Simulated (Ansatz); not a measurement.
**Dielectric function and optical constants of RuS2 (Laurite)**

What colour and refractive index does RuS2 (Laurite) have at this level of theory?

Main program and level: Ansatz 0.2.0; DFT, PBE, plane-wave PAW, default files, scalar-relativistic, independent-particle optical response without local fields.

Most raw output is cut from this account.

## (1) Set-up

It takes space group Pa-3 (No. 205, cubic). Conventional cell: a = 5.611 Å, b = 5.611 Å, c = 5.611 Å, α = 90.00°, β = 90.00°, γ = 90.00°. Ru has 6 S at 2.35 Å nearest. S has 1 S at 2.17 Å and 3 Ru at 2.35 Å nearest. Farther neighbours and most contacts between anions are not listed.

Coordinates:

```cif
data_structure
_symmetry_space_group_name_H-M 'Pa-3'
_symmetry_Int_Tables_number 205
_cell_length_a 5.6106
_cell_length_b 5.6106
_cell_length_c 5.6106
_cell_angle_alpha 90.000
_cell_angle_beta 90.000
_cell_angle_gamma 90.000
_cell_volume 176.62
loop_
_atom_site_label
_atom_site_type_symbol
_atom_site_symmetry_multiplicity
_atom_site_Wyckoff_symbol
_atom_site_fract_x
_atom_site_fract_y
_atom_site_fract_z
_atom_site_occupancy
Ru1 Ru 4 a 0.00000 0.50000 0.50000 1
S1 S 8 c 0.38831 0.11169 0.88831 1
```

## (2) Ground state and bands

The self-consistent density comes first; it also tells whether there is a gap, which decides the occupations and the need for a Drude term.

This step: DFT, PBE, plane-wave PAW, default files, scalar-relativistic, ground state (Ansatz 0.2.0).

input.yaml

```yaml
crystal:
  lattice:
    - [5.6106, 0.0, 0.0]
    - [0.0, 5.6106, 0.0]
    - [0.0, 0.0, 5.6106]
  atoms:
    - { symbol: Ru, position: [0.0, 0.5, 0.5] }
    - { symbol: Ru, position: [0.5, 0.5, 0.0] }
    - { symbol: Ru, position: [0.5, 0.0, 0.5] }
    - { symbol: Ru, position: [0.0, 0.0, 0.0] }
    - { symbol: S, position: [0.38831, 0.11169, 0.88831] }
    - { symbol: S, position: [0.11169, 0.88831, 0.38831] }
    - { symbol: S, position: [0.88831, 0.38831, 0.11169] }
    - { symbol: S, position: [0.61169, 0.61169, 0.61169] }
    - { symbol: S, position: [0.61169, 0.88831, 0.11169] }
    - { symbol: S, position: [0.88831, 0.11169, 0.61169] }
    - { symbol: S, position: [0.11169, 0.61169, 0.88831] }
    - { symbol: S, position: [0.38831, 0.38831, 0.38831] }
kpoints:
  mp_grid: { grid: [4, 4, 4] }
  band_path:
    path:
      - [[0.0, 0.0, 0.0], [0.0, 0.5, 0.0], [0.5, 0.5, 0.0], [0.0, 0.0, 0.0], [0.5, 0.5, 0.5], [0.0, 0.5, 0.0]]
      - [[0.5, 0.5, 0.0], [0.5, 0.5, 0.5]]
    npoints: 10
scf:
  occupations: { method: fermi_dirac, width: 0.05 }
  n_extra_bands: 16
hamiltonian:
  xc: pbe
  pseudopotentials: { kind: paw }
output:
  forces: true
  stress: true
  populations: true
  write_bands: true
```

The run is started by

```
$ ansatz run input.yaml --threads 4 --pin off --max-ram 8192MiB --backend cpu --events-out ev --progress --plain --runs-dir out
```

The job ended after 9 s (4 threads of Arm Neoverse V1, shared host; peak memory 0.8 GiB).

Numbers from this step:

```
free energy                  : -30737.9505 eV
Fermi energy                 : 13.85 eV
gap by band count            : 0.7531 eV
electrons                    : 112
symmetry operations          : 24
pressure                     : 3.723 GPa
volume                       : 176.6 Å³
gap on the path              : 0.7292 eV
least direct gap on the path : 0.9646 eV
```

There is a gap, 0.73 eV on the path, so no carriers' term is needed. The cell is left with a pressure of 3.7 GPa and forces up to 0.26 eV/Å, as it stands unrelaxed at this level.

Electronic bands along the path, in eV, zero at the Fermi level; v1 is the highest filled band, c1 the lowest empty one:

```csv
point,v4,v3,v2,v1,c1,c2,c3,c4
Γ,-0.98,-0.98,-0.98,-0.67,0.30,2.17,2.17,2.17
halfway,-1.00,-0.89,-0.71,-0.60,0.95,1.77,2.05,2.18
X,-0.73,-0.73,-0.45,-0.45,1.64,1.64,1.89,1.89
halfway,-0.67,-0.67,-0.52,-0.52,1.66,1.66,1.95,1.95
M,-0.52,-0.52,-0.52,-0.52,2.02,2.02,2.02,2.02
halfway,-0.80,-0.79,-0.71,-0.56,1.27,1.67,2.06,2.13
Γ,-0.98,-0.98,-0.98,-0.67,0.30,2.17,2.17,2.17
halfway,-0.80,-0.74,-0.74,-0.55,1.42,1.96,1.96,1.99
R,-1.12,-1.12,-1.12,-1.12,1.83,1.83,1.83,1.83
halfway,-0.83,-0.83,-0.53,-0.53,1.74,1.74,2.29,2.29
X,-0.73,-0.73,-0.45,-0.45,1.64,1.64,1.89,1.89
jump to M,-0.52,-0.52,-0.52,-0.52,2.02,2.02,2.02,2.02
halfway,-0.79,-0.79,-0.79,-0.79,2.01,2.01,2.01,2.01
R,-1.12,-1.12,-1.12,-1.12,1.83,1.83,1.83,1.83
```

## (3) Spectrum

With the density converged, the vertical transitions are summed over the zone.

This step: DFT, PBE, plane-wave PAW, default files, scalar-relativistic, independent-particle optical response without local fields (Ansatz 0.2.0).

input.yaml, the sections that differ from step 2:

```yaml
kpoints:
  mp_grid: { grid: [4, 4, 4] }
scf:
  occupations: { method: fixed }
output:
  optics:
    e_range: [0, 14]
    de: 0.05
    sigma: 0.15
    nscf_kmesh: { grid: [4, 4, 4] }
    bands: { spectra_wanted_up_to: 14 }
# crystal, hamiltonian: as in step 2
```

It took 67 s on 4 threads; peak memory 1.7 GiB.

Read-outs, printed or worked out from the files:

```
electronic dielectric constant ε∞, mean over x, y and z (by symmetry where fewer were run)                                                          : 16.79
absorption onset, first axis (α over 10⁴ cm⁻¹, or the direct gap if that lies higher)                                                               : 1.743 eV
main peak of Im epsilon, first axis                                                                                                                 : 3.079 eV
photocurrent from vertical transitions in a film 500 nm thick on a perfect mirror (two passes), AM1.5G, no front reflection, all carriers collected : 25.95 mA/cm²
least direct gap on the mesh                                                                                                                        : 0.9645 eV
bands summed                                                                                                                                        : 125
spectra valid up to                                                                                                                                 : 21.28 eV
program's estimate of the k-sum error in Im epsilon                                                                                                 : 0.07 %
electrons in the f-sum                                                                                                                              : 75.10
```

Im ε, any direction against photon energy; read off at these points:

```csv
photon energy (eV),"Im ε, any direction"
1.00,6.1e-4
1.50,0.229
2.00,3.73
2.50,17.2
3.00,29.4
3.10,29.7
3.50,26.8
4.00,19.8
4.50,14.8
5.00,10.4
5.50,8.03
6.00,7.41
6.50,6.61
7.00,7.36
7.50,8.63
7.90,9.06
8.00,8.84
8.50,5.96
9.00,5.35
9.50,6.55
10.00,6.74
10.50,4.86
11.00,4.33
11.50,4.43
12.00,3.61
12.50,3.45
13.00,3.06
13.50,2.91
14.00,2.64
```

Table of Re ε, any direction by photon energy:

photon energy (eV), Re ε, any direction and a bar from the least value:
```
      0.0       16.8 ##################
      0.5       17.1 ##################
      1.0       18.3 ###################
      1.5       20.9 ######################
      2.0       27.3 ###########################
      2.5       30.1 ##############################
      3.0       19.0 ####################
      3.5        5.5 ########
      4.0       -3.0 
      4.5       -3.2 
      5.0       -3.1 
      5.5       -1.4 ##
      6.0       -0.3 ###
      6.5        0.0 ###
      7.0        2.4 #####
      7.5        0.8 ####
      8.0       -1.3 ##
      8.5       -1.9 #
      9.0       -0.4 ###
      9.5        0.3 ###
     10.0       -2.4 #
     10.5       -2.4 #
     11.0       -1.9 #
     11.5       -2.0 #
     12.0       -2.1 #
     12.5       -1.8 #
     13.0       -2.0 #
     13.5       -1.7 #
     14.0       -2.1 #
```

Table of reflectivity at normal incidence, any direction by photon energy; read off at these points:

```csv
photon energy (eV),"reflectivity at normal incidence, any direction (%)"
0.00,36.9
0.50,37.3
1.00,38.5
1.50,41.1
2.00,46.3
2.50,51.6
3.00,55.2
3.50,55.5
3.90,57.4
4.00,56.6
4.50,53.4
5.00,50.2
5.50,42.7
6.00,38.2
6.50,35.3
7.00,31.9
7.50,38.0
8.00,43.5
8.15,44.6
8.50,42.0
9.00,33.7
9.50,34.2
10.00,45.0
10.30,45.9
10.50,44.8
11.00,41.0
11.50,42.0
11.80,43.9
12.00,43.3
12.50,41.2
13.00,43.5
13.50,40.6
14.00,46.7
```

The loss function −Im 1/ε at q → 0, any direction by energy loss; read off at these points:

```csv
energy loss (eV),"loss function −Im 1/ε at q → 0, any direction"
1.00,1.8e-6
1.50,5.3e-4
2.00,0.00491
2.50,0.0143
3.00,0.0240
3.50,0.0358
4.00,0.0494
4.50,0.0648
5.00,0.0883
5.50,0.121
6.00,0.135
6.50,0.151
6.65,0.166
7.00,0.123
7.50,0.115
8.00,0.111
8.50,0.153
9.00,0.186
9.50,0.152
10.00,0.132
10.50,0.165
11.00,0.195
11.50,0.188
12.00,0.208
12.50,0.227
13.00,0.231
13.50,0.259
14.00,0.231
```

Refractive index n and extinction k against photon energy:

```csv
photon energy (eV),n,k
0.0,4.10,0
0.5,4.14,0
1.0,4.27,7.2e-5
1.5,4.57,0.0250
2.0,5.24,0.356
2.5,5.69,1.51
3.0,5.20,2.83
3.5,4.06,3.30
4.0,2.91,3.40
4.5,2.44,3.02
5.0,1.96,2.64
5.5,1.84,2.18
6.0,1.88,1.97
6.5,1.82,1.82
7.0,2.26,1.63
7.5,2.17,1.99
8.0,1.96,2.26
8.5,1.48,2.01
9.0,1.58,1.69
9.5,1.85,1.77
10.0,1.54,2.18
10.5,1.23,1.98
11.0,1.19,1.81
11.5,1.20,1.85
12.0,1.02,1.77
12.5,1.02,1.69
13.0,0.913,1.67
13.5,0.918,1.58
14.0,0.796,1.66
```

At chosen wavelengths:

```csv
wavelength (nm),n,k,R (%),1/α
800,4.61,0.027,41.4,2.3 µm
532,5.72,0.968,50.4,44 nm
450,5.60,2.090,53.2,17 nm
405,5.04,2.942,55.3,11 nm
365,4.28,3.252,55.5,8.9 nm
248,1.96,2.644,50.2,7.5 nm
193,1.87,1.869,36.2,8.2 nm
```

Rows near the edge hang on the gap, which this functional as a rule makes too small, and phonon-assisted absorption is left out.

The f-sum over the summed bands holds 75.1 of the cell's 112 electrons outside the frozen cores, 46 of which lie in bands more than 12 eV below the Fermi level, whose transitions come at higher energies. Up to 14 eV the strength has a mean oscillator energy of 5.2 eV, well above the main peak, so higher transitions carry much of it.

## (4) Static response with local fields

Perturbation theory gives the static response with local fields and the functional's kernel, and it needs no empty bands.

This step: DFT, PBE, plane-wave PAW, default files, scalar-relativistic, static field response by perturbation theory with local fields (Ansatz 0.2.0).

Edit input.yaml of step 3 so:

```diff
@@ -25,8 +25,2 @@
   pseudopotentials: { kind: paw }
-output:
-  optics:
-    e_range: [0, 14]
-    de: 0.05
-    sigma: 0.15
-    nscf_kmesh: { grid: [4, 4, 4] }
-    bands: { spectra_wanted_up_to: 14 }
+dielectric: {}
```

It took 70 s on 4 threads; peak memory 1.7 GiB; 4.3 min of CPU time.

This step gave:

| Item | Value |
| --- | --- |
| electronic dielectric constant ε∞, mean over x, y and z (by symmetry where fewer were run) | 16.29 |

ε∞ with local fields:

```
16.29  0.00  0.00
 0.00 16.29  0.00
 0.00  0.00 16.29
```

Diagonal elements. Born, by row:

```csv
atom,Z*xx (e),Z*yy (e),Z*zz (e)
Ru1,-4.144,-4.144,-4.144
Ru2,-4.144,-4.144,-4.144
Ru3,-4.144,-4.144,-4.144
Ru4,-4.144,-4.144,-4.144
S5,2.072,2.072,2.072
S6,2.072,2.072,2.072
S7,2.072,2.072,2.072
S8,2.072,2.072,2.072
S9,2.072,2.072,2.072
S10,2.072,2.072,2.072
S11,2.072,2.072,2.072
S12,2.072,2.072,2.072
```

The ε∞ with local fields is isotropic, 16.29.

## (5) Outcome

| Item | Value |
| --- | --- |
| gap on the path | 0.729 eV |
| least direct gap on the path | 0.965 eV |
| electronic dielectric constant ε∞, mean over x, y and z (by symmetry where fewer were run) (independent particles) | 16.8 |
| absorption onset, first axis (α over 10⁴ cm⁻¹, or the direct gap if that lies higher) | 1.74 eV |
| main peak of Im epsilon, first axis | 3.08 eV |
| photocurrent from vertical transitions in a film 500 nm thick on a perfect mirror (two passes), AM1.5G, no front reflection, all carriers collected | 25.9 mA/cm² |
| electronic dielectric constant ε∞, mean over x, y and z (by symmetry where fewer were run) (static response with local fields) | 16.3 |

At this level (PBE, independent particles) RuS2 has ε∞ = 16.8 (16.3 with local fields) and n = 4.20 at 1550 nm; absorption sets in near 1.7 eV, and Im ε peaks at 3.1 eV. The gap is indirect (0.73 eV), so absorption without phonons can begin only at the direct gap of 0.96 eV. The absorption coefficient passes 10⁴ cm⁻¹ only at 1.74 eV, 0.78 eV above the least direct gap: the lowest transitions are weak or forbidden for this polarisation, or few states take part. Distinct maxima of Im ε, read by a parabola through the highest points, lie at 3.08 eV (30), 7.91 eV (9.1) and 9.78 eV (7.6). The f-sum over the summed bands holds 75.1 of the cell's 112 electrons outside the frozen cores, 46 of which lie in bands more than 12 eV below the Fermi level, whose transitions come at higher energies. Up to 14 eV the strength has a mean oscillator energy of 5.2 eV, well above the main peak, so higher transitions carry much of it. With local fields and the functional's kernel the static response is 16.3 against 16.8 for independent particles (-3 %). In the base spectrum excitons and phonon-assisted transitions are missing, and so are local fields; PBE gaps are as a rule too small, which pulls the onset down and ε∞ up. In the base run ε includes the program's bounded estimate of what the bands above those summed add.

[Logs are printed without paths, hosts, clocks, repeated set-up lines and the standing remarks that a program may print on its own settings, such as how far it seeks lower states.]

[Hosts, paths, dates, database ids (printed as entryN), source tags and the programs' standing remarks are cut or masked in the printed files.]
